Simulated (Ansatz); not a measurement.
Consider SrNiO3 (cubic perovskite) (Pm-3m).

The structure was built from a prototype and need not be the compound's stable phase.

```
Sr Ni O
1.0
     0.00000   -3.73165    0.00000
     0.00000    0.00000    3.73165
    -3.73165    0.00000    0.00000
Sr Ni O
1 1 3
Direct
  0.00000 0.00000 0.00000
  0.50000 0.50000 0.50000
  0.50000 0.50000 0.00000
  0.50000 0.00000 0.50000
  0.00000 0.50000 0.50000
```

The structure was relaxed with LDA. The structure type comes from a generator and need not be one that this composition takes. The structure was generated from a model, not taken from a measurement. The runs that relaxed it are not among those shown. The program's search for lower electronic states was switched off, so nothing shows that the state found is the lowest. PAW set soft_2, made with PBE.

A constrained-RPA run (Ansatz 0.2.0; non-magnetic LDA; Ni d + anion p, bands v12 to c2, 4×4×4 mesh, medium accuracy) builds 14 functions on bands 11 eV wide, with 24.0 electrons in the window. The bare on-site interaction is 27.3 eV and the bare J 0.96 eV.

Estimate U, U′ and J.

On the Ni d shell, U = 11.53 eV (42 % of the bare value), U′ = 9.91 eV, J = 0.81 eV.

The parent state is non-magnetic and the interaction static (zero frequency); U depends on the window and the orbitals, so it belongs to this model alone. A window that holds the anion p bands defines a model with explicit ligands; its U belongs to that model and is not the U of DFT+U.

[Paths, hosts, dates, memory and timing lines, banners, echoed tables and standing remarks are left out of the program output.]

[Logs are printed without paths, hosts, clocks, repeated set-up lines and the standing remarks that a program may print on its own settings, such as how far it seeks lower states.]

[Runs of the session that timed out or met a known fault of the program may be left out.]

[Hosts, paths, dates, database ids (printed as entryN), source tags and the programs' standing remarks are cut or masked in the printed files.]
